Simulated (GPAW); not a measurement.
# CrGe2As4 monolayer: simulated STM images, part 2 of 2

Aim: Tersoff-Hamann images of CrGe2As4 monolayer at several biases.

GPAW 26.7.0; GPAW, PAW setups; layer in a repeated cell with vacuum, relaxation of atoms and in-plane cell (the session's first sound run).

So far. Step 2 (Relaxing the atoms): The relaxation lowered the energy of the cell by 2.56 eV (energies extrapolated to zero smearing; the optimiser's log prints free energies). The largest force left on a free atom is 0.0078 eV/Å.

## 3. The slab's potential (continued)

Level of this step: GPAW, PAW setups; slab in vacuum (GPAW).

Tip height over the top atom over a1 and a2. Sample bias 1 V, constant current at the mean current 3.5 Å over the top atom.

Values in Å, 12 rows by 16 columns, each cell a mean:
```
3.65 3.64 3.60 3.56 3.52 3.47 3.42 3.39 3.40 3.43 3.48 3.53 3.57 3.61 3.64 3.66
3.62 3.59 3.56 3.52 3.46 3.41 3.37 3.37 3.38 3.44 3.49 3.54 3.57 3.61 3.63 3.63
3.56 3.53 3.49 3.44 3.39 3.35 3.34 3.35 3.38 3.44 3.49 3.53 3.56 3.58 3.59 3.58
3.51 3.47 3.42 3.38 3.35 3.33 3.33 3.35 3.38 3.43 3.48 3.51 3.54 3.55 3.55 3.54
3.44 3.41 3.37 3.35 3.34 3.34 3.35 3.36 3.39 3.43 3.46 3.48 3.49 3.49 3.48 3.47
3.41 3.39 3.38 3.37 3.37 3.37 3.37 3.39 3.40 3.42 3.43 3.44 3.45 3.45 3.44 3.43
3.43 3.44 3.44 3.44 3.44 3.44 3.43 3.43 3.42 3.41 3.41 3.41 3.41 3.41 3.42 3.42
3.49 3.50 3.51 3.51 3.50 3.49 3.47 3.45 3.43 3.41 3.40 3.40 3.41 3.42 3.44 3.46
3.55 3.56 3.57 3.56 3.55 3.53 3.50 3.47 3.43 3.41 3.40 3.41 3.44 3.47 3.50 3.53
3.60 3.61 3.61 3.60 3.58 3.55 3.51 3.47 3.43 3.41 3.42 3.44 3.47 3.51 3.55 3.58
3.65 3.65 3.64 3.61 3.58 3.54 3.50 3.45 3.42 3.42 3.44 3.48 3.53 3.57 3.60 3.63
3.67 3.66 3.63 3.60 3.56 3.52 3.47 3.43 3.41 3.43 3.46 3.51 3.55 3.59 3.63 3.65
```
Columns: a1 from 0 to 0.944; rows upwards: a2 from 0 to 0.944.

Local density of states summed over the bias window over a1 and a2. Sample bias 1 V, constant height 3.5 Å over the top atom.

Ten even steps from '_' (3.02 × 1e-6 arbitrary) to '@' (7.17 × 1e-6 arbitrary):
```
@@@@%%**++==::........::==++**%%@@@@
%%%%##++==::..........::==++##%%%%@@
##**++==--....____....--==++**##%%%%
**++==--....______....--==++**######
====::....________....::====++****++
--::....__________....::--==========
::....____________....::------------
......__________......::::::::::::::
........................::::::::....
....................................
::::::----::::::::................::
--==========----::::..........::::--
==++++++++====--::::........::::--==
****##****++==--::::......::::--==++
##%%%%####**==--::::....::::--==**##
%%@@%%%%##**==--::......::--==**##%%
@@@@@@%%##++==--::....::--==++##%%@@
@@@@%%##**==--::......::--==**##%%@@
```
Columns: a1 from 0 to 0.944; rows upwards: a2 from 0 to 0.944.

The potential is flat to 1.8e-4 eV/Å where it is read, so the vacuum is wide enough.

## 4. A changed run

One more run, with changed settings.

run.py

```python
import json
import numpy as np
from ase import Atoms
from gpaw import GPAW, PW

slab = Atoms(
    ['As', 'Ge', 'As', 'Cr', 'As', 'Ge', 'As'],
    positions=[
        [-0.00000, 0.00000, 9.00000],
        [-0.00000, 2.10572, 10.20479],
        [-0.00000, 2.10572, 12.67782],
        [-0.00000, 0.00000, 14.05153],
        [-0.00000, 2.10572, 15.42523],
        [-0.00000, 2.10572, 17.89826],
        [0.00000, 0.00000, 19.10305]],
    cell=[[3.6472, 0.0, 0.0], [-1.8236, 3.15857, 0.0], [0.0, 0.0, 28.1031]],
    pbc=[True, True, False])

slab.calc = GPAW(mode=PW(400), xc='PBE', kpts={'size': (9, 9, 1), 'gamma': True},
                 occupations={'name': 'fermi-dirac', 'width': 0.05}, nbands='200%',
                 convergence={'density': 1e-05}, maxiter=75,
                 poissonsolver={'dipolelayer': 'xy'},
                 symmetry={'tolerance': 1e-3}, txt='slab.txt')
result = {}
energy = slab.get_potential_energy()
fermi = slab.calc.get_fermi_level()
v = slab.calc.get_electrostatic_potential().mean((0, 1)) - fermi
n = slab.calc.get_pseudo_density().mean((0, 1))
L = slab.cell[2, 2]
z = np.arange(len(v)) * L / len(v)
low, high = slab.positions[:, 2].min(), slab.positions[:, 2].max()
below, above = np.interp([low - 1.0, high + 1.0], z, v)
slopes = [np.interp(x, z, np.gradient(v, z)) for x in (low - 1.0, high + 1.0)]
eps = np.array([[slab.calc.get_eigenvalues(k, s) for k in range(len(slab.calc.get_ibz_k_points()))]
                for s in range(slab.calc.get_number_of_spins())]) - fermi
top, bottom = eps[eps < 0].max(), eps[eps > 0].min()
dipole = slab.get_dipole_moment()[2]
print(f'energy {energy:.4f} eV, Fermi level {fermi:.4f} eV, dipole {dipole:.5f} e A')
print(f'potential 1.0 A off the faces, from the Fermi level: lower {below:.4f} eV, upper {above:.4f} eV')
print(f'slope of the potential there: lower {slopes[0]:.5f}, upper {slopes[1]:.5f} eV/A')
print(f'nearest levels on the mesh: {top:.4f} and {bottom:.4f} eV')
print('magnetic moment', round(slab.get_magnetic_moment(), 3))
result.update(energy=energy, fermi=fermi, dipole=dipole, below=below, above=above, slopes=slopes, edges=[top, bottom],
              z=z.tolist(), v=v.tolist(), n=n.tolist(), positions=slab.positions.tolist(),
              forces=slab.get_forces(apply_constraint=False).tolist(), moments=slab.get_magnetic_moments().tolist())
json.dump(result, open('result.json', 'w'))
```

Launch:

```console
$ OMP_NUM_THREADS=1 OPENBLAS_NUM_THREADS=1 python run.py
```

Log:

```text
energy -36.7822 eV, Fermi level 0.1666 eV, dipole 0.00067 e A
potential 1.0 A off the faces, from the Fermi level: lower 2.2730 eV, upper 2.2897 eV
slope of the potential there: lower -7.06020, upper 7.06105 eV/A
nearest levels on the mesh: -0.0758 and 0.0603 eV
magnetic moment 0.0
```

Wall time 76 s (1 thread of Arm Neoverse V1, shared host); peak memory 0.26 GiB.

The run finished. A setting was moved off its sound value on purpose, so it serves as a test and not as the result.

The fault put into the input: the potential probed 1 A off the face (probe = 1.0).

## 5. Outcome

| Item | Value |
| --- | --- |
| work function, upper and lower face | 4.837 and 4.820 eV |
| dipole along the normal | 6.7e-4 e Å, near the numerical noise |
| corrugation at -1 V | 0.197 Å |
| corrugation at 1 V | 0.342 Å |

The corrugation at constant current is largest at 1 V, where the tip height varies by 0.34 Å over the cell. Negative sample bias images filled states, positive bias empty ones. The images are of Tersoff-Hamann type: an s-wave tip, no tip-sample forces, heights closer than in a microscope. The small printed dipole stands for a step of -11 meV from the lower to the upper face, and the probes find 17 meV; values this small are near the numerical noise of both. The runs had no spin polarisation, so a magnetic state, which thin layers of d-metal atoms can have, wasn't tested. The layer's cell and atoms come from the relaxation; spin-orbit coupling and temperature are left out.

[Logs are printed without paths, hosts, clocks, repeated set-up lines and the standing remarks that a program may print on its own settings, such as how far it seeks lower states.]

[Hosts, paths, dates, database ids (printed as entryN), source tags and the programs' standing remarks are cut or masked in the printed files.]
